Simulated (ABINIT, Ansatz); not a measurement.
# YBiS3 (Pm-3m): zone-centre phonons, part 3 of 5

Which modes does YBiS3 (Pm-3m) have at the zone centre?

ABINIT 10.8.3; DFT PBEsol, scalar-relativistic, plane waves, PseudoDojo norm-conserving pseudopotentials.

So far. Step 6 (Self-consistent run for the response): The cell stands at -0.26 GPa: the relaxation ran with a smoothed and higher cutoff, and the difference is a stress of the finite basis. Step 7 (Linear response at Γ): The acoustic modes at Γ come out as far as 0.9 cm⁻¹ from zero, where they should vanish, a small numerical error. The lowest optical mode is imaginary, 163i cm⁻¹, an instability at this level and on this k mesh. The relaxed cell has a = 5.098 Å (conventional setting).

The structure was built from a prototype and need not be the compound's stable phase.

## 8. Zone-centre analysis

anaddb reads the merged derivatives and imposes the acoustic sum rule.

File anaddb.abi:

```
ddb_filepath "gamma_DDB"
output_file "anaddb.abo"
outdata_prefix "anaddb"
asr 1
chneut 1
enunit 2
eivec 1
nph1l 1
qph1l 0.0 0.0 0.0 1.0
```

File mrgddb.in:

```
gamma_DDB
merged
2
dfpt_gammao_DDB
gso_DDB
```

The run is started by

```
$ mrgddb < mrgddb.in > mrgddb.log
$ OMP_NUM_THREADS=1 anaddb anaddb.abi > anaddb.log
```

anaddb.abo, the main output file:

```text
-outvars_anaddb: echo values of input variables ----------------------

 Miscellaneous information :
      enunit         2
       eivec         1
         asr         1
 First list of wavevector (reduced coord.) :
       nph1l         1
       qph1l
                     0.00000000E+00  0.00000000E+00  0.00000000E+00    1.000E+00

================================================================================

 read the DDB information and perform some checks

  ==== Info on the Cryst% object ====
 Real(R)+Recip(G) space primitive vectors, cartesian coordinates (Bohr,Bohr^-1):
 R(1)=  9.6329114  0.0000000  0.0000000  G(1)=  0.1038108  0.0000000  0.0000000
 R(2)=  0.0000000  9.6329114  0.0000000  G(2)=  0.0000000  0.1038108  0.0000000
 R(3)=  0.0000000  0.0000000  9.6329114  G(3)=  0.0000000  0.0000000  0.1038108
 Unit cell volume ucvol=  8.9386657E+02 bohr^3
 Angles (23,13,12)=  9.00000000E+01  9.00000000E+01  9.00000000E+01 degrees
 Time-reversal symmetry is present
 Reduced atomic positions [iatom, xred, symbol]:
    1)    0.0000000  0.0000000  0.0000000  Bi
    2)    0.5000000  0.5000000  0.5000000   Y
    3)    0.5000000  0.5000000  0.0000000   S
    4)    0.5000000  0.0000000  0.5000000   S
    5)    0.0000000  0.5000000  0.5000000   S

 DDB file with 3 blocks has been read.

================================================================================

 Treat the first list of vectors

  Phonon wavevector (reduced coordinates) :  0.00000  0.00000  0.00000
 Phonon energies in Hartree :
  -7.418797E-04 -7.418797E-04 -7.418797E-04 -7.101724E-04 -7.101724E-04
  -7.101724E-04 -2.854324E-04 -2.854324E-04 -2.854324E-04  2.073384E-08
   2.084378E-08  2.117021E-08  1.874361E-03  1.874361E-03  1.874361E-03
 Phonon energies in meV     :
- -2.018758E+01 -2.018758E+01 -2.018758E+01 -1.932478E+01 -1.932478E+01
- -1.932478E+01 -7.767011E+00 -7.767011E+00 -7.767011E+00  5.641965E-04
-  5.671882E-04  5.760708E-04  5.100396E+01  5.100396E+01  5.100396E+01
 Phonon frequencies in cm-1    :
- -1.628238E+02 -1.628238E+02 -1.628238E+02 -1.558648E+02 -1.558648E+02
- -1.558648E+02 -6.264517E+01 -6.264517E+01 -6.264517E+01  4.550552E-03
-  4.574681E-03  4.646324E-03  4.113747E+02  4.113747E+02  4.113747E+02
 Phonon frequencies in Thz     :
- -4.881334E+00 -4.881334E+00 -4.881334E+00 -4.672710E+00 -4.672710E+00
- -4.672710E+00 -1.878055E+00 -1.878055E+00 -1.878055E+00  1.364221E-04
-  1.371455E-04  1.392933E-04  1.233270E+01  1.233270E+01  1.233270E+01
 Phonon energies in Kelvin  :
- -2.342671E+02 -2.342671E+02 -2.342671E+02 -2.242547E+02 -2.242547E+02
- -2.242547E+02 -9.013242E+01 -9.013242E+01 -9.013242E+01  6.547228E-03
-  6.581945E-03  6.685024E-03  5.918764E+02  5.918764E+02  5.918764E+02

 Eigendisplacements
 (will be given, for each mode : in cartesian coordinates
   for each atom the real part of the displacement vector,
   then the imaginary part of the displacement vector - absolute values smaller than 1.0d-7 are set to zero)
  Mode number    1   Energy   -7.418797E-04
 Attention : low frequency mode.
   (Could be unstable or acoustic mode)
-  1  0.00000000E+00  0.00000000E+00  6.66882968E-04
-     0.00000000E+00  0.00000000E+00  0.00000000E+00
-  2  0.00000000E+00  0.00000000E+00  3.59101175E-04
-     0.00000000E+00  0.00000000E+00  0.00000000E+00
-  3  0.00000000E+00  0.00000000E+00 -7.97006307E-05
-     0.00000000E+00  0.00000000E+00  0.00000000E+00
-  4  0.00000000E+00  0.00000000E+00 -2.63111560E-03
-     0.00000000E+00  0.00000000E+00  0.00000000E+00
-  5  0.00000000E+00  0.00000000E+00 -2.63111560E-03
-     0.00000000E+00  0.00000000E+00  0.00000000E+00
  Mode number    2   Energy   -7.418797E-04
 Attention : low frequency mode.
   (Could be unstable or acoustic mode)
-  1  0.00000000E+00  6.66882968E-04  0.00000000E+00
-     0.00000000E+00  0.00000000E+00  0.00000000E+00
-  2  0.00000000E+00  3.59101175E-04  0.00000000E+00
-     0.00000000E+00  0.00000000E+00  0.00000000E+00
-  3  0.00000000E+00 -2.63111560E-03  0.00000000E+00
-     0.00000000E+00  0.00000000E+00  0.00000000E+00
-  4  0.00000000E+00 -7.97006307E-05  0.00000000E+00
-     0.00000000E+00  0.00000000E+00  0.00000000E+00
-  5  0.00000000E+00 -2.63111560E-03  0.00000000E+00
-     0.00000000E+00  0.00000000E+00  0.00000000E+00
  Mode number    3   Energy   -7.418797E-04
 Attention : low frequency mode.
   (Could be unstable or acoustic mode)
-  1  6.66882968E-04  0.00000000E+00  0.00000000E+00
-     0.00000000E+00  0.00000000E+00  0.00000000E+00
-  2  3.59101175E-04  0.00000000E+00  0.00000000E+00
-     0.00000000E+00  0.00000000E+00  0.00000000E+00
-  3 -2.63111560E-03  0.00000000E+00  0.00000000E+00
-     0.00000000E+00  0.00000000E+00  0.00000000E+00
-  4 -2.63111560E-03  0.00000000E+00  0.00000000E+00
-     0.00000000E+00  0.00000000E+00  0.00000000E+00
-  5 -7.97006307E-05  0.00000000E+00  0.00000000E+00
-     0.00000000E+00  0.00000000E+00  0.00000000E+00
  Mode number    4   Energy   -7.101724E-04
 Attention : low frequency mode.
   (Could be unstable or acoustic mode)
-  1  0.00000000E+00  0.00000000E+00  0.00000000E+00
-     0.00000000E+00  0.00000000E+00  0.00000000E+00
-  2  0.00000000E+00  0.00000000E+00  0.00000000E+00
-     0.00000000E+00  0.00000000E+00  0.00000000E+00
-  3  0.00000000E+00  0.00000000E+00  0.00000000E+00
-     0.00000000E+00  0.00000000E+00  0.00000000E+00
-  4  0.00000000E+00  0.00000000E+00 -2.92470830E-03
-     0.00000000E+00  0.00000000E+00  0.00000000E+00
-  5  0.00000000E+00  0.00000000E+00  2.92470830E-03
-     0.00000000E+00  0.00000000E+00  0.00000000E+00
  Mode number    5   Energy   -7.101724E-04
 Attention : low frequency mode.
   (Could be unstable or acoustic mode)
-  1  0.00000000E+00  0.00000000E+00  0.00000000E+00
-     0.00000000E+00  0.00000000E+00  0.00000000E+00
-  2  0.00000000E+00  0.00000000E+00  0.00000000E+00
-     0.00000000E+00  0.00000000E+00  0.00000000E+00
-  3  0.00000000E+00  2.92470830E-03  0.00000000E+00
-     0.00000000E+00  0.00000000E+00  0.00000000E+00
-  4  0.00000000E+00  0.00000000E+00  0.00000000E+00
-     0.00000000E+00  0.00000000E+00  0.00000000E+00
-  5  0.00000000E+00 -2.92470830E-03  0.00000000E+00
-     0.00000000E+00  0.00000000E+00  0.00000000E+00
  Mode number    6   Energy   -7.101724E-04
 Attention : low frequency mode.
   (Could be unstable or acoustic mode)
-  1  0.00000000E+00  0.00000000E+00  0.00000000E+00
-     0.00000000E+00  0.00000000E+00  0.00000000E+00
-  2  0.00000000E+00  0.00000000E+00  0.00000000E+00
-     0.00000000E+00  0.00000000E+00  0.00000000E+00
-  3  2.92470830E-03  0.00000000E+00  0.00000000E+00
-     0.00000000E+00  0.00000000E+00  0.00000000E+00
-  4 -2.92470830E-03  0.00000000E+00  0.00000000E+00
-     0.00000000E+00  0.00000000E+00  0.00000000E+00
-  5  0.00000000E+00  0.00000000E+00  0.00000000E+00
-     0.00000000E+00  0.00000000E+00  0.00000000E+00
  Mode number    7   Energy   -2.854324E-04
 Attention : low frequency mode.
   (Could be unstable or acoustic mode)
-  1  0.00000000E+00  0.00000000E+00 -8.87868594E-04
-     0.00000000E+00  0.00000000E+00  0.00000000E+00
-  2  0.00000000E+00  0.00000000E+00  1.84949466E-03
-     0.00000000E+00  0.00000000E+00  0.00000000E+00
-  3  0.00000000E+00  0.00000000E+00  1.46874008E-03
-     0.00000000E+00  0.00000000E+00  0.00000000E+00
-  4  0.00000000E+00  0.00000000E+00 -4.05624233E-04
-     0.00000000E+00  0.00000000E+00  0.00000000E+00
-  5  0.00000000E+00  0.00000000E+00 -4.05624233E-04
-     0.00000000E+00  0.00000000E+00  0.00000000E+00
  Mode number    8   Energy   -2.854324E-04
 Attention : low frequency mode.
   (Could be unstable or acoustic mode)
-  1  0.00000000E+00  8.87868594E-04  0.00000000E+00
-     0.00000000E+00  0.00000000E+00  0.00000000E+00
-  2  0.00000000E+00 -1.84949466E-03  0.00000000E+00
-     0.00000000E+00  0.00000000E+00  0.00000000E+00
-  3  0.00000000E+00  4.05624233E-04  0.00000000E+00
-     0.00000000E+00  0.00000000E+00  0.00000000E+00
-  4  0.00000000E+00 -1.46874008E-03  0.00000000E+00
-     0.00000000E+00  0.00000000E+00  0.00000000E+00
-  5  0.00000000E+00  4.05624233E-04  0.00000000E+00
-     0.00000000E+00  0.00000000E+00  0.00000000E+00
  Mode number    9   Energy   -2.854324E-04
 Attention : low frequency mode.
   (Could be unstable or acoustic mode)
-  1  8.87868594E-04  0.00000000E+00  0.00000000E+00
-     0.00000000E+00  0.00000000E+00  0.00000000E+00
-  2 -1.84949467E-03  0.00000000E+00  0.00000000E+00
-     0.00000000E+00  0.00000000E+00  0.00000000E+00
-  3  4.05624234E-04  0.00000000E+00  0.00000000E+00
-     0.00000000E+00  0.00000000E+00  0.00000000E+00
-  4  4.05624234E-04  0.00000000E+00  0.00000000E+00
-     0.00000000E+00  0.00000000E+00  0.00000000E+00
-  5 -1.46874008E-03  0.00000000E+00  0.00000000E+00
-     0.00000000E+00  0.00000000E+00  0.00000000E+00
  Mode number   10   Energy    2.073384E-08
 Attention : low frequency mode.
   (Could be unstable or acoustic mode)
-  1  0.00000000E+00  0.00000000E+00 -1.17978705E-03
-     0.00000000E+00  0.00000000E+00  0.00000000E+00
-  2  0.00000000E+00  0.00000000E+00 -1.17998196E-03
-     0.00000000E+00  0.00000000E+00  0.00000000E+00
-  3  0.00000000E+00  0.00000000E+00 -1.17994383E-03
-     0.00000000E+00  0.00000000E+00  0.00000000E+00
-  4  0.00000000E+00  0.00000000E+00 -1.17980239E-03
-     0.00000000E+00  0.00000000E+00  0.00000000E+00
-  5  0.00000000E+00  0.00000000E+00 -1.17980239E-03
-     0.00000000E+00  0.00000000E+00  0.00000000E+00
  Mode number   11   Energy    2.084378E-08
 Attention : low frequency mode.
   (Could be unstable or acoustic mode)
-  1  0.00000000E+00  1.17978705E-03  0.00000000E+00
-     0.00000000E+00  0.00000000E+00  0.00000000E+00
-  2  0.00000000E+00  1.17998196E-03  0.00000000E+00
-     0.00000000E+00  0.00000000E+00  0.00000000E+00
-  3  0.00000000E+00  1.17980239E-03  0.00000000E+00
-     0.00000000E+00  0.00000000E+00  0.00000000E+00
-  4  0.00000000E+00  1.17994383E-03  0.00000000E+00
-     0.00000000E+00  0.00000000E+00  0.00000000E+00
-  5  0.00000000E+00  1.17980239E-03  0.00000000E+00
-     0.00000000E+00  0.00000000E+00  0.00000000E+00
  Mode number   12   Energy    2.117021E-08
 Attention : low frequency mode.
   (Could be unstable or acoustic mode)
-  1  1.17978705E-03  0.00000000E+00  0.00000000E+00
-     0.00000000E+00  0.00000000E+00  0.00000000E+00
-  2  1.17998196E-03  0.00000000E+00  0.00000000E+00
-     0.00000000E+00  0.00000000E+00  0.00000000E+00
-  3  1.17980239E-03  0.00000000E+00  0.00000000E+00
-     0.00000000E+00  0.00000000E+00  0.00000000E+00
-  4  1.17980239E-03  0.00000000E+00  0.00000000E+00
-     0.00000000E+00  0.00000000E+00  0.00000000E+00
-  5  1.17994383E-03  0.00000000E+00  0.00000000E+00
-     0.00000000E+00  0.00000000E+00  0.00000000E+00
  Mode number   13   Energy    1.874361E-03
-  1  0.00000000E+00  0.00000000E+00  9.47578441E-06
-     0.00000000E+00  0.00000000E+00  0.00000000E+00
-  2  0.00000000E+00  0.00000000E+00  1.10833433E-03
-     0.00000000E+00  0.00000000E+00  0.00000000E+00
-  3  0.00000000E+00  0.00000000E+00 -3.68130686E-03
-     0.00000000E+00  0.00000000E+00  0.00000000E+00
-  4  0.00000000E+00  0.00000000E+00  2.73284893E-04
-     0.00000000E+00  0.00000000E+00  0.00000000E+00
-  5  0.00000000E+00  0.00000000E+00  2.73284893E-04
-     0.00000000E+00  0.00000000E+00  0.00000000E+00
  Mode number   14   Energy    1.874361E-03
-  1  0.00000000E+00  9.47578440E-06  0.00000000E+00
-     0.00000000E+00  0.00000000E+00  0.00000000E+00
-  2  0.00000000E+00  1.10833433E-03  0.00000000E+00
-     0.00000000E+00  0.00000000E+00  0.00000000E+00
-  3  0.00000000E+00  2.73284893E-04  0.00000000E+00
-     0.00000000E+00  0.00000000E+00  0.00000000E+00
-  4  0.00000000E+00 -3.68130686E-03  0.00000000E+00
-     0.00000000E+00  0.00000000E+00  0.00000000E+00
-  5  0.00000000E+00  2.73284893E-04  0.00000000E+00
-     0.00000000E+00  0.00000000E+00  0.00000000E+00
  Mode number   15   Energy    1.874361E-03
-  1  9.47578440E-06  0.00000000E+00  0.00000000E+00
-     0.00000000E+00  0.00000000E+00  0.00000000E+00
-  2  1.10833433E-03  0.00000000E+00  0.00000000E+00
-     0.00000000E+00  0.00000000E+00  0.00000000E+00
-  3  2.73284893E-04  0.00000000E+00  0.00000000E+00
-     0.00000000E+00  0.00000000E+00  0.00000000E+00
-  4  2.73284893E-04  0.00000000E+00  0.00000000E+00
-     0.00000000E+00  0.00000000E+00  0.00000000E+00
-  5 -3.68130686E-03  0.00000000E+00  0.00000000E+00
-     0.00000000E+00  0.00000000E+00  0.00000000E+00

 Analysis of degeneracies and characters (maximum tolerance=1.00E-06 a.u.)
 For each vibration mode, or group of modes if degenerate,
 the characters are given for each symmetry operation (see the list in the log file).
 Symmetry characters of vibration mode #   1
       degenerate with vibration modes #   2 to    3
  3.0 -3.0 -1.0  1.0 -1.0  1.0 -1.0  1.0  1.0 -1.0 -1.0  1.0  1.0 -1.0 -1.0  1.0
 -0.0  0.0  0.0 -0.0 -0.0  0.0  0.0 -0.0  1.0 -1.0 -1.0  1.0 -1.0  1.0  1.0 -1.0
 -0.0  0.0 -0.0  0.0  0.0 -0.0  0.0 -0.0  1.0 -1.0  1.0 -1.0 -1.0  1.0 -1.0  1.0
 Symmetry characters of vibration mode #   4
       degenerate with vibration modes #   5 to    6
  3.0 -3.0 -1.0  1.0 -1.0  1.0 -1.0  1.0 -1.0  1.0  1.0 -1.0 -1.0  1.0  1.0 -1.0
  0.0 -0.0 -0.0  0.0 -0.0  0.0 -0.0  0.0 -1.0  1.0  1.0 -1.0  1.0 -1.0 -1.0  1.0
  0.0 -0.0 -0.0  0.0 -0.0  0.0 -0.0  0.0 -1.0  1.0 -1.0  1.0  1.0 -1.0  1.0 -1.0
 Symmetry characters of vibration mode #   7
       degenerate with vibration modes #   8 to    9
  3.0 -3.0 -1.0  1.0 -1.0  1.0 -1.0  1.0  1.0 -1.0 -1.0  1.0  1.0 -1.0 -1.0  1.0
  0.0 -0.0  0.0 -0.0 -0.0  0.0 -0.0  0.0  1.0 -1.0 -1.0  1.0 -1.0  1.0  1.0 -1.0
  0.0 -0.0 -0.0  0.0 -0.0  0.0  0.0 -0.0  1.0 -1.0  1.0 -1.0 -1.0  1.0 -1.0  1.0
 Symmetry characters of vibration mode #  10
       degenerate with vibration modes #  11 to   12
  3.0 -3.0 -1.0  1.0 -1.0  1.0 -1.0  1.0  1.0 -1.0 -1.0  1.0  1.0 -1.0 -1.0  1.0
 -0.0  0.0 -0.0  0.0  0.0 -0.0  0.0 -0.0  1.0 -1.0 -1.0  1.0 -1.0  1.0  1.0 -1.0
 -0.0  0.0  0.0 -0.0  0.0 -0.0 -0.0  0.0  1.0 -1.0  1.0 -1.0 -1.0  1.0 -1.0  1.0
 Symmetry characters of vibration mode #  13
       degenerate with vibration modes #  14 to   15
  3.0 -3.0 -1.0  1.0 -1.0  1.0 -1.0  1.0  1.0 -1.0 -1.0  1.0  1.0 -1.0 -1.0  1.0
  0.0 -0.0 -0.0  0.0 -0.0  0.0  0.0 -0.0  1.0 -1.0 -1.0  1.0 -1.0  1.0  1.0 -1.0
  0.0 -0.0 -0.0  0.0  0.0 -0.0 -0.0  0.0  1.0 -1.0  1.0 -1.0 -1.0  1.0 -1.0  1.0
-
```

The job ended after 0.49 s (1 thread of Arm Neoverse V1, shared host).

Read from the output:

```
lowest optical zone-centre mode : -162.8 cm⁻¹
```

No LO-TO term; unit eigenvectors of the mass-weighted matrix, from anaddb's displacements. Modes at Γ, with each element's share of the kinetic energy (negative means imaginary):

```tsv
mode	frequency (cm⁻¹)	symmetry	Bi %	Y %	S %
1	-162.8	T1u	17	2	81
2	-162.8	T1u	17	2	81
3	-162.8	T1u	17	2	81
4	-155.9	T2u	0	0	100
5	-155.9	T2u	0	0	100
6	-155.9	T2u	0	0	100
7	-62.6	T1u	30	55	15
8	-62.6	T1u	30	55	15
9	-62.6	T1u	30	55	15
10	0.0	acoustic	53	23	24
11	0.0	acoustic	53	23	24
12	0.0	acoustic	53	23	24
13	411.4	T1u	0	20	80
14	411.4	T1u	0	20	80
15	411.4	T1u	0	20	80
```

Displacements in mode 1 (-162.8 cm⁻¹), the largest set to 1:
```
Bi1  0.00  0.00  0.25
Y2   0.00  0.00  0.14
S3   0.00  0.00 -0.03
S4   0.00  0.00 -1.00
S5   0.00  0.00 -1.00
```

Displacements in mode 7 (-62.6 cm⁻¹), the largest set to 1:
```
Bi1  0.00  0.00 -0.48
Y2   0.00  0.00  1.00
S3   0.00  0.00  0.79
S4   0.00  0.00 -0.22
S5   0.00  0.00 -0.22
```

The rule moves no optical mode by more than 0.1 cm⁻¹.

[end of part 3 of 5]

[Host names and launcher messages were left out of these logs when they were recorded.]

[Logs are printed without paths, hosts, clocks, repeated set-up lines and the standing remarks that a program may print on its own settings, such as how far it seeks lower states.]

[Hosts, paths, dates, database ids (printed as entryN), source tags and the programs' standing remarks are cut or masked in the printed files.]
